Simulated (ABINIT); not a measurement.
# BaTiO3 (Barioperovskite): G0W0 with ABINIT, start to end, part 2 of 3

Wanted: ground state, empty states, screening and self-energy for BaTiO3 (Barioperovskite).

ABINIT 10.8.3; LDA and many-body steps on it, plane waves. Known limits of the many-body steps: not at the basis limit; no spin-orbit coupling; coarse k mesh.

So far. Step 2 (Ground state): The gap is indirect, with the least direct gap 0.19 eV higher.

## Step 3: Bands along the symmetry lines

Level of this step: DFT, LDA, plane waves, norm-conserving pseudopotentials (ABINIT).

Levels along a band path, at the cheap level, show where the edges lie and whether the meshes to come will hold them.

Contents of run.abi:

```
acell 3*1.0 Angstrom
rprim 
  3.985500000000 0.000000000000 0.000000000000
  0.000000000000 2.836900000000 2.845150000000
  0.000000000000 -2.836900000000 2.845150000000
ntypat 3
znucl 56 22 8
natom 5
typat 1 2 3 3 3
xred 
  0.000000000000 0.000000000000 0.000000000000
  0.500000000000 0.512400000000 0.512400000000
  0.000000000000 0.487400000000 0.487400000000
  0.500000000000 0.505240000000 0.991840000000
  0.500000000000 0.991840000000 0.505240000000
pp_dirpath "pseudos"
pseudos "Ba.upf, Ti.upf, O.upf"
ecut 38
iscf -2
irdden 1
kptopt 0
nkpt 92
kpt 
  0.00000000 0.00000000 0.00000000
  0.00000000 0.06250000 0.06250000
  0.00000000 0.12500000 0.12500000
  0.00000000 0.18750000 0.18750000
  0.00000000 0.25000000 0.25000000
  0.00000000 0.31250000 0.31250000
  0.00000000 0.37500000 0.37500000
  0.00000000 0.43750000 0.43750000
  0.00000000 0.50000000 0.50000000
  0.00000000 0.50018097 0.49981903
  0.00000000 0.50036193 0.49963807
  0.00000000 0.50054290 0.49945710
  0.00000000 0.50072386 0.49927614
  0.00000000 0.50090483 0.49909517
  0.00000000 0.50108580 0.49891420
  0.00000000 0.50126676 0.49873324
  0.00000000 0.50144773 0.49855227
  0.00000000 0.49855227 -0.49855227
  0.00000000 0.43623324 -0.43623324
  0.00000000 0.37391420 -0.37391420
  0.00000000 0.31159517 -0.31159517
  0.00000000 0.24927614 -0.24927614
  0.00000000 0.18695710 -0.18695710
  0.00000000 0.12463807 -0.12463807
  0.00000000 0.06231903 -0.06231903
  0.00000000 0.00000000 0.00000000
  0.06250000 0.00000000 0.00000000
  0.12500000 0.00000000 0.00000000
  0.18750000 0.00000000 0.00000000
  0.25000000 0.00000000 0.00000000
  0.31250000 0.00000000 0.00000000
  0.37500000 0.00000000 0.00000000
  0.43750000 0.00000000 0.00000000
  0.50000000 0.00000000 0.00000000
  0.50000000 0.06231903 -0.06231903
  0.50000000 0.12463807 -0.12463807
  0.50000000 0.18695710 -0.18695710
  0.50000000 0.24927614 -0.24927614
  0.50000000 0.31159517 -0.31159517
  0.50000000 0.37391420 -0.37391420
  0.50000000 0.43623324 -0.43623324
  0.50000000 0.49855227 -0.49855227
  0.50000000 0.50144773 0.49855227
  0.50000000 0.50126676 0.49873324
  0.50000000 0.50108580 0.49891420
  0.50000000 0.50090483 0.49909517
  0.50000000 0.50072386 0.49927614
  0.50000000 0.50054290 0.49945710
  0.50000000 0.50036193 0.49963807
  0.50000000 0.50018097 0.49981903
  0.50000000 0.50000000 0.50000000
  0.43750000 0.50000000 0.50000000
  0.37500000 0.50000000 0.50000000
  0.31250000 0.50000000 0.50000000
  0.25000000 0.50000000 0.50000000
  0.18750000 0.50000000 0.50000000
  0.12500000 0.50000000 0.50000000
  0.06250000 0.50000000 0.50000000
  0.00000000 0.50000000 0.50000000
  0.00000000 0.00000000 0.00000000
  0.00000000 0.06250000 0.00000000
  0.00000000 0.12500000 0.00000000
  0.00000000 0.18750000 0.00000000
  0.00000000 0.25000000 0.00000000
  0.00000000 0.31250000 0.00000000
  0.00000000 0.37500000 0.00000000
  0.00000000 0.43750000 0.00000000
  0.00000000 0.50000000 0.00000000
  0.06250000 0.50000000 0.00000000
  0.12500000 0.50000000 0.00000000
  0.18750000 0.50000000 0.00000000
  0.25000000 0.50000000 0.00000000
  0.31250000 0.50000000 0.00000000
  0.37500000 0.50000000 0.00000000
  0.43750000 0.50000000 0.00000000
  0.50000000 0.50000000 0.00000000
  0.50000000 0.43750000 0.00000000
  0.50000000 0.37500000 0.00000000
  0.50000000 0.31250000 0.00000000
  0.50000000 0.25000000 0.00000000
  0.50000000 0.18750000 0.00000000
  0.50000000 0.12500000 0.00000000
  0.50000000 0.06250000 0.00000000
  0.50000000 0.00000000 0.00000000
  0.50000000 0.06250000 0.06250000
  0.50000000 0.12500000 0.12500000
  0.50000000 0.18750000 0.18750000
  0.50000000 0.25000000 0.25000000
  0.50000000 0.31250000 0.31250000
  0.50000000 0.37500000 0.37500000
  0.50000000 0.43750000 0.43750000
  0.50000000 0.50000000 0.50000000
istwfk *1
nband 31
nbdbuf 6
tolwfr 1e-07
nstep 50
prtwf 0
prtvol 0
indata_prefix "in"
outdata_prefix "out"
tmpdata_prefix "tmp"
```

The run is started by

```console
> OMP_NUM_THREADS=1 mpirun -n 8 abinit run.abi > log
```

Numbers of over 12 decimals in the logs are rounded to 6 here.

What it wrote:

```text
.Version 10.8.3 of ABINIT. v10.8.2 released Aug 2026.

 Symmetries : space group Am m 2 (# 38); Bravais oC (1-face-center ortho.)
[... echo of the input left out ...]
== DATASET  1 ==================================================================
-   mpi_nproc: 8, omp_nthreads: 1 (-1 if OMP is not activated)

--- !DatasetInfo
iteration_state: {dtset: 1, }
dimensions: {natom: 5, nkpt: 92, mband: 31, nsppol: 1, nspinor: 1, nspden: 1, mpw: 4913, }
cutoff_energies: {ecut:  38.0, pawecutdg:  -1.0, }
electrons: {nelect:   4.00000000E+01, charge:   0.00000000E+00, occopt:   1.00000000E+00, tsmear:   1.00000000E-02, }

 Real(R)+Recip(G) space primitive vectors, cartesian coordinates (Bohr,Bohr^-1):
 R(1)=  7.5315035  0.0000000  0.0000000  G(1)=  0.1327756  0.0000000  0.0000000
 R(2)=  0.0000000  5.3609640  5.3765543  G(2)=  0.0000000  0.0932668  0.0929964
 R(3)=  0.0000000 -5.3609640  5.3765543  G(3)=  0.0000000 -0.0932668  0.0929964
 Unit cell volume ucvol=  4.3416880E+02 bohr^3
 Angles (23,13,12)=  8.98336200E+01  9.00000000E+01  9.00000000E+01 degrees

 getcut: wavevector=  0.0000  0.0000  0.0000  ngfft=  45  45  45
         ecut(hartree)=     38.000   => boxcut(ratio)=   2.08837

--- Pseudopotential description ------------------------------------------------
- Ba Generated using ONCVPSP code by D. R. Hamann
- 56.00000  10.00000  180309                  znucl, zion, pspdat
12 -1012 2 -1 1912                            pspcod,pspxc,lmax,lloc,mmax
     nproj     2     2     2
  pspatm : epsatm=   25.95172157
         --- l  ekb(1:nproj) -->
             0    6.668455    0.685657
             1    5.046948    0.410312
             2    2.551809    0.419281
 pspatm: atomic psp has been read  and splines computed

- Ti Generated using ONCVPSP code by D. R. Hamann
- 22.00000  12.00000  180309                  znucl, zion, pspdat
12 -1012 2 -1 1568                            pspcod,pspxc,lmax,lloc,mmax
     nproj     2     2     2
  pspatm : epsatm=   14.84363209
         --- l  ekb(1:nproj) -->
[...]
pspatm: atomic psp has been read  and splines computed

- O Generated using ONCVPSP code by D. R. Hamann
-  8.00000   6.00000  201201                  znucl, zion, pspdat
12 -1012 2 -1 926                             pspcod,pspxc,lmax,lloc,mmax
     nproj     2     2     1
  pspatm : epsatm=    6.27558587
         --- l  ekb(1:nproj) -->
[...]
2   -1.033686
 pspatm: atomic psp has been read  and splines computed

--------------------------------------------------------------------------------

================================================================================
 prteigrs : about to open file out_EIG
 Non-SCF case, kpt    1 (  0.00000  0.00000  0.00000), residuals and eigenvalues=
  5.58E-08  8.06E-08  2.06E-08  6.30E-08  1.14E-08  2.40E-08  1.15E-08  4.34E-08
[...]
2.2874E-01  2.2912E-01  3.8331E-01  3.8487E-01  3.8531E-01  4.7230E-01
  4.7424E-01  4.7595E-01  5.1644E-01  5.1790E-01  6.0805E-01  6.1115E-01
  6.8338E-01

--- !ResultsGS
iteration_state: {dtset: 1, }
comment   : Summary of ground state results
lattice_vectors:
- [  7.5315035,   0.0000000,   0.0000000, ]
- [  0.0000000,   5.3609640,   5.3765543, ]
- [  0.0000000,  -5.3609640,   5.3765543, ]
lattice_lengths: [   7.53150,    7.59258,    7.59258, ]
lattice_angles: [ 89.834,  90.000,  90.000, ] # degrees, (23, 13, 12)
lattice_volume:   4.3416880E+02
convergence: {deltae:  0.000E+00, res2:  0.000E+00, residm:  9.990E-08, diffor:  0.000E+00, }
etotal    :  -1.37395402E+02
entropy   :   0.00000000E+00
fermie    :   2.29118290E-01
cartesian_stress_tensor: null
pressure_GPa: null
xred      :
- [  0.0000E+00,   0.0000E+00,   0.0000E+00, Ba]
- [  5.0000E-01,   5.1240E-01,   5.1240E-01, Ti]
- [  0.0000E+00,   4.8740E-01,   4.8740E-01,  O]
- [  5.0000E-01,   5.0524E-01,   9.9184E-01,  O]
- [  5.0000E-01,   9.9184E-01,   5.0524E-01,  O]
cartesian_forces: null
force_length_stats: {min: null, max: null, mean: null, }

 Integrated electronic density in atomic spheres:
 ------------------------------------------------
 Atom  Sphere_radius  Integrated_density
[...]
================================================================================

 ----iterations are completed or convergence reached----

 Mean square residual over all n,k,spin=   49.085E-09; max=  99.903E-09
 reduced coordinates (array xred) for    5 atoms
[...]
0.500000000000      0.505240000000      0.991840000000
       0.500000000000      0.991840000000      0.505240000000

 cartesian coordinates (angstrom) at end:
    1      0.000000     0.000000     0.000000
    2      1.992750     0.000000     2.915710
    3      0.000000     0.000000     2.773452
    4      1.992750    -1.380436     4.259417
    5      1.992750     1.380436     4.259417
 length scales=  1.889726125908  1.889726125908  1.889726125908 bohr
              =  1.000000000000  1.000000000000  1.000000000000 angstroms
 prteigrs : about to open file out_EIG
 Eigenvalues (hartree) for nkpt=  92  k points:
 kpt#   1, nband= 31, wtk=  1.00000, kpt=  0.0000  0.0000  0.0000 (reduced coord)
[...]
kpt#   2, nband= 31, wtk=  1.00000, kpt=  0.0000  0.0625  0.0625 (reduced coord)
[...]
kpt#   3, nband= 31, wtk=  1.00000, kpt=  0.0000  0.1250  0.1250 (reduced coord)
[...]
kpt#  91, nband= 31, wtk=  1.00000, kpt=  0.5000  0.4375  0.4375 (reduced coord)
[...]
0.47711    0.48272    0.51320    0.51678    0.59959    0.60899    0.68364
 kpt#  92, nband= 31, wtk=  1.00000, kpt=  0.5000  0.5000  0.5000 (reduced coord)
[...]
-0.16096   -0.15960   -0.15930    0.06406    0.08921    0.09005    0.14084    0.14144
   0.14177    0.22738    0.22874    0.22912    0.38331    0.38487    0.38531    0.47230
   0.47424    0.47595    0.51644    0.51790    0.60805    0.61115    0.68338

== END DATASET(S) ==============================================================
================================================================================

 -outvars: echo values of variables after computation  --------
            nband          31
             nkpt          92
          spgroup          38
 [... the other variables as echoed above ...]

 Calculation completed.
```

Wall time 61 s (8 MPI ranks of Arm Neoverse N1, shared host); peak memory 0.72 GiB; 8.1 min of CPU time.

This step gave:

```
gap                        : 1.820 eV
k of the valence top       : 0.5, 0.4986, -0.4986
k of the conduction bottom : 0, 0, 0
least direct gap           : 2.013 eV
```

The gap is 1.820 eV, as in the run before at this level.

The electronic bands at the labelled points (eV, zero at the top of the highest filled band):

```
     point  band 17  band 18  band 19  band 20  band 21  band 22  band 23  band 24
         Γ    -1.11    -0.35    -0.24    -0.19     1.82     1.88     2.05     4.13
   halfway    -1.52    -1.02    -1.02    -0.50     2.85     2.86     3.11     4.72
         Y    -1.67    -0.90    -0.86    -0.12     3.56     3.63     3.98     4.99
   halfway    -1.67    -0.90    -0.86    -0.12     3.56     3.63     3.98     4.99
        C0    -1.67    -0.90    -0.86    -0.12     3.56     3.63     3.98     4.99
jump to Σ0    -1.67    -0.90    -0.86    -0.12     3.56     3.63     3.98     4.99
   halfway    -1.47    -1.05    -0.99    -0.52     2.72     2.97     3.10     4.72
         Γ    -1.11    -0.35    -0.24    -0.19     1.82     1.88     2.05     4.13
   halfway    -1.57    -1.22    -0.53    -0.52     1.93     2.75     2.80     4.13
         Z    -1.83    -1.75    -0.82    -0.77     2.02     3.53     3.61     4.11
   halfway    -2.20    -0.94    -0.62    -0.52     3.33     3.74     3.82     5.95
        A0    -2.38    -0.05    -0.01     0.00     4.20     4.24     4.25     6.62
jump to E0    -2.38    -0.05    -0.01     0.00     4.20     4.24     4.25     6.62
   halfway    -2.38    -0.05    -0.01     0.00     4.20     4.24     4.25     6.62
         T    -2.38    -0.05    -0.01     0.00     4.20     4.24     4.25     6.62
   halfway    -2.40    -0.53    -0.52    -0.09     3.85     3.88     4.11     6.28
         Y    -1.67    -0.90    -0.86    -0.12     3.56     3.63     3.98     4.99
 jump to Γ    -1.11    -0.35    -0.24    -0.19     1.82     1.88     2.05     4.13
   halfway    -1.46    -1.24    -0.61    -0.50     1.99     2.78     2.83     4.16
         S    -1.86    -1.70    -0.82    -0.74     2.07     3.56     3.58     4.16
   halfway    -1.38    -1.37    -1.04    -0.50     2.83     3.57     3.67     4.75
         R    -1.73    -0.88    -0.87    -0.07     3.58     3.60     3.98     4.86
   halfway    -1.41    -1.39    -1.09    -0.51     2.84     3.58     3.70     4.72
         Z    -1.83    -1.75    -0.82    -0.77     2.02     3.53     3.61     4.11
   halfway    -2.21    -0.94    -0.59    -0.52     3.34     3.77     3.80     5.95
         T    -2.38    -0.05    -0.01     0.00     4.20     4.24     4.25     6.62
```

## Step 4: Empty states on the mesh, 2×2×2 mesh, 132 bands

The sums over transitions need many empty states on a uniform mesh; this step solves for them.

Contents of run.abi:

```
acell 3*1.0 Angstrom
rprim 
  3.985500000000 0.000000000000 0.000000000000
  0.000000000000 2.836900000000 2.845150000000
  0.000000000000 -2.836900000000 2.845150000000
ntypat 3
znucl 56 22 8
natom 5
typat 1 2 3 3 3
xred 
  0.000000000000 0.000000000000 0.000000000000
  0.500000000000 0.512400000000 0.512400000000
  0.000000000000 0.487400000000 0.487400000000
  0.500000000000 0.505240000000 0.991840000000
  0.500000000000 0.991840000000 0.505240000000
pp_dirpath "pseudos"
pseudos "Ba.upf, Ti.upf, O.upf"
ecut 38
ngkpt 2 2 2
nshiftk 1
shiftk 0 0 0
kptopt 1
chksymbreak 0
iscf -2
irdden 1
istwfk *1
nband 132
nbdbuf 12
tolwfr 1e-09
nstep 60
prtvol 0
indata_prefix "in"
outdata_prefix "out"
tmpdata_prefix "tmp"
```

The run is started by

```console
> OMP_NUM_THREADS=1 mpirun -n 6 abinit run.abi > log
```

What it wrote:

```text
.Version 10.8.3 of ABINIT. v10.8.2 released Aug 2026.

 Symmetries : space group Am m 2 (# 38); Bravais oC (1-face-center ortho.)
[... echo of the input left out ...]
== DATASET  1 ==================================================================
-   mpi_nproc: 6, omp_nthreads: 1 (-1 if OMP is not activated)

--- !DatasetInfo
iteration_state: {dtset: 1, }
dimensions: {natom: 5, nkpt: 6, mband: 132, nsppol: 1, nspinor: 1, nspden: 1, mpw: 4913, }
cutoff_energies: {ecut:  38.0, pawecutdg:  -1.0, }
electrons: {nelect:   4.00000000E+01, charge:   0.00000000E+00, occopt:   1.00000000E+00, tsmear:   1.00000000E-02, }

 Real(R)+Recip(G) space primitive vectors, cartesian coordinates (Bohr,Bohr^-1):
 R(1)=  7.5315035  0.0000000  0.0000000  G(1)=  0.1327756  0.0000000  0.0000000
 R(2)=  0.0000000  5.3609640  5.3765543  G(2)=  0.0000000  0.0932668  0.0929964
 R(3)=  0.0000000 -5.3609640  5.3765543  G(3)=  0.0000000 -0.0932668  0.0929964
 Unit cell volume ucvol=  4.3416880E+02 bohr^3
 Angles (23,13,12)=  8.98336200E+01  9.00000000E+01  9.00000000E+01 degrees

 getcut: wavevector=  0.0000  0.0000  0.0000  ngfft=  45  45  45
         ecut(hartree)=     38.000   => boxcut(ratio)=   2.08837

--- Pseudopotential description ------------------------------------------------
- Ba Generated using ONCVPSP code by D. R. Hamann
- 56.00000  10.00000  180309                  znucl, zion, pspdat
12 -1012 2 -1 1912                            pspcod,pspxc,lmax,lloc,mmax
     nproj     2     2     2
  pspatm : epsatm=   25.95172157
         --- l  ekb(1:nproj) -->
             0    6.668455    0.685657
             1    5.046948    0.410312
             2    2.551809    0.419281
 pspatm: atomic psp has been read  and splines computed

- Ti Generated using ONCVPSP code by D. R. Hamann
- 22.00000  12.00000  180309                  znucl, zion, pspdat
12 -1012 2 -1 1568                            pspcod,pspxc,lmax,lloc,mmax
     nproj     2     2     2
  pspatm : epsatm=   14.84363209
         --- l  ekb(1:nproj) -->
[...]
pspatm: atomic psp has been read  and splines computed

- O Generated using ONCVPSP code by D. R. Hamann
-  8.00000   6.00000  201201                  znucl, zion, pspdat
12 -1012 2 -1 926                             pspcod,pspxc,lmax,lloc,mmax
     nproj     2     2     1
  pspatm : epsatm=    6.27558587
         --- l  ekb(1:nproj) -->
[...]
2   -1.033686
 pspatm: atomic psp has been read  and splines computed

--------------------------------------------------------------------------------

================================================================================
 prteigrs : about to open file out_EIG
 Non-SCF case, kpt    1 (  0.00000  0.00000  0.00000), residuals and eigenvalues=
  2.63E-10  9.92E-10  1.43E-10  1.52E-10  2.57E-10  3.21E-10  1.41E-10  2.27E-10
  5.64E-11  1.97E-10  3.94E-10  2.88E-10  5.74E-10  5.56E-10  3.07E-10  3.29E-10
  4.57E-10  3.77E-10  1.45E-10  1.08E-10  7.72E-11  2.45E-10  1.16E-10  1.12E-10
[...]
5.91E-05  9.62E-05  1.16E-04  4.92E-04
 -1.8247E+00 -9.6363E-01 -9.6355E-01 -9.6303E-01 -6.7914E-01 -3.7801E-01
 -3.5206E-01 -3.5151E-01 -1.3317E-01 -1.3295E-01 -1.3233E-01  1.4470E-01
  1.4470E-01  1.4477E-01  1.8410E-01  1.8617E-01  1.8818E-01  2.1634E-01
[...]
2.8297E+00  2.8350E+00  2.8608E+00  2.8718E+00  2.8776E+00  2.8951E+00
  2.9373E+00  2.9402E+00  2.9425E+00  2.9557E+00  2.9576E+00  2.9721E+00
 prteigrs : prtvol=0 or 1, do not print more k-points.

--- !ResultsGS
iteration_state: {dtset: 1, }
comment   : Summary of ground state results
lattice_vectors:
- [  7.5315035,   0.0000000,   0.0000000, ]
- [  0.0000000,   5.3609640,   5.3765543, ]
- [  0.0000000,  -5.3609640,   5.3765543, ]
lattice_lengths: [   7.53150,    7.59258,    7.59258, ]
lattice_angles: [ 89.834,  90.000,  90.000, ] # degrees, (23, 13, 12)
lattice_volume:   4.3416880E+02
convergence: {deltae:  0.000E+00, res2:  0.000E+00, residm:  9.917E-10, diffor:  0.000E+00, }
etotal    :  -1.37395402E+02
entropy   :   0.00000000E+00
fermie    :   2.29118290E-01
cartesian_stress_tensor: null
pressure_GPa: null
xred      :
- [  0.0000E+00,   0.0000E+00,   0.0000E+00, Ba]
- [  5.0000E-01,   5.1240E-01,   5.1240E-01, Ti]
- [  0.0000E+00,   4.8740E-01,   4.8740E-01,  O]
- [  5.0000E-01,   5.0524E-01,   9.9184E-01,  O]
- [  5.0000E-01,   9.9184E-01,   5.0524E-01,  O]
cartesian_forces: null
force_length_stats: {min: null, max: null, mean: null, }

 Integrated electronic density in atomic spheres:
 ------------------------------------------------
 Atom  Sphere_radius  Integrated_density
[...]
================================================================================

 ----iterations are completed or convergence reached----

 Mean square residual over all n,k,spin=   37.480E-11; max=  99.168E-11
 reduced coordinates (array xred) for    5 atoms
[...]
0.500000000000      0.505240000000      0.991840000000
       0.500000000000      0.991840000000      0.505240000000

 cartesian coordinates (angstrom) at end:
    1      0.000000     0.000000     0.000000
    2      1.992750     0.000000     2.915710
    3      0.000000     0.000000     2.773452
    4      1.992750    -1.380436     4.259417
    5      1.992750     1.380436     4.259417
 length scales=  1.889726125908  1.889726125908  1.889726125908 bohr
              =  1.000000000000  1.000000000000  1.000000000000 angstroms
 prteigrs : about to open file out_EIG
 Eigenvalues (hartree) for nkpt=   6  k points:
 kpt#   1, nband=132, wtk=  0.12500, kpt=  0.0000  0.0000  0.0000 (reduced coord)
[...]
2.70941    2.72974    2.73458    2.73570    2.73575    2.74830    2.82167    2.82568
   2.82968    2.83495    2.86076    2.87182    2.87762    2.89512    2.93731    2.94016
   2.94251    2.95573    2.95761    2.97207
 prteigrs : prtvol=0 or 1, do not print more k-points.

== END DATASET(S) ==============================================================
================================================================================

 -outvars: echo values of variables after computation  --------
            nband         132
             nkpt           6
          spgroup          38
 [... the other variables as echoed above ...]

 Calculation completed.
```

Elapsed: 40 s, on 6 MPI ranks; peak memory 0.49 GiB; 4 min of CPU time.

Numbers from this step:

```yaml
gap: 1.820 eV
k_of_the_valence_top: 0.5, 0.5, 0.5
k_of_the_conduction_bottom: 0, 0, 0
least_direct_gap: 2.013 eV
k_points_computed: 6
lowest_point_of_the_top_converged_band_above_the_valence_top: 68.0489 eV
```

On this mesh the gap is 1.820 eV.

(Part 2 of 3 ends here.)

[Paths, hosts, dates, memory and timing lines, banners, echoed tables and standing remarks are left out of the program output.]

[Logs are printed without paths, hosts, clocks, repeated set-up lines and the standing remarks that a program may print on its own settings, such as how far it seeks lower states.]

[Runs of the session that timed out or met a known fault of the program may be left out.]

[Hosts, paths, dates, database ids (printed as entryN), source tags and the programs' standing remarks are cut or masked in the printed files.]

[G0W0 gaps are taken among the corrected bands and points alone; a level outside them can change the order at an edge.]

[Where Ansatz stands beside ABINIT at settings called matched, ABINIT's density can come from a denser mesh and the files from another edition; pairs whose starting gaps differed by over 0.03 eV were left out, so agreement reads better than it is.]
